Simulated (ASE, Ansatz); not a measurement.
# Force difference against the spacing of support functions in AlAs/InAs superlattice along [001] (512 atoms)

The cell holds 512 atoms: 160 Al, 256 As and 96 In. Cell: a = 17.135 Å, b = 17.135 Å, c = 45.181 Å, α = 90.0°, β = 90.0°, γ = 90.0°. It derives from AlAs and InAs. Zinc-blende lattice with in-plane constant 6.058 Å; 5 periods of AlAs and 3 of InAs along [001], 4 x 4 in-plane cells; the two parts stretched along z by 0.8916 and 1.0; not relaxed, displaced by a Gaussian of 0.02 Å. Regions: AlAs, 320 atoms (160 Al and 160 As); InAs, 192 atoms (96 In and 96 As).

Calculated with Ansatz 0.2.0: Kohn-Sham DFT, PBE, PAW (set soft_2), localised support functions (medium), with the spacing typed; the reference is Kohn-Sham DFT, PBE, PAW (set soft_2), plane waves, cutoff 420 eV, Γ point, fermi-dirac smearing of 0.05 eV, with an r.m.s. force component of 0.316 eV/Å.

```
spacing (Å)  r.m.s. force difference (meV/Å)  time
      0.263                            0.668  14 s
      0.297                                ?     ?
      0.343                            6.297  13 s
      0.411                            104.1  14 s
```

Task: Fit a power law of the spacing to the rows given and interpolate to the withheld row.

Worked fit:

A power law y = A x^b is a line in u = ln x and v = ln y.

```
 u = ln x   v = ln y
 -1.33560  -0.403467
 -1.07002    1.84007
-0.889162    4.64499
```

With n = 3: mean u = -1.09826, mean v = 2.02720, Σ(u − ū)² = 0.10085, Σ(u − ū)(v − v̄) = 1.1190. Slope b = 1.1190 / 0.10085 = 11.096; intercept a = v̄ − b ū = 14.213.

At the withheld row u = -1.214, v = a + b u = 0.7428, and y = exp(v).

Prediction at 0.297: 2.102 meV/Å. The run gave 3.517 meV/Å, so the fit is low by 1.4 meV/Å (40 % of the value).

The fitted exponent is 11. Between neighbouring rows, the withheld one included, the exponents are 14, 4.0 and 16, so one power law doesn't hold over the range. Among the rows given, the largest relative miss of the fit is at 0.343, by 4.1 meV/Å (65 %).

Limits: The difference holds the reference's own basis error, which sets a floor under it.

[Logs are printed without paths, hosts, clocks, repeated set-up lines and the standing remarks that a program may print on its own settings, such as how far it seeks lower states.]

[Hosts, paths, dates, database ids (printed as entryN), source tags and the programs' standing remarks are cut or masked in the printed files.]
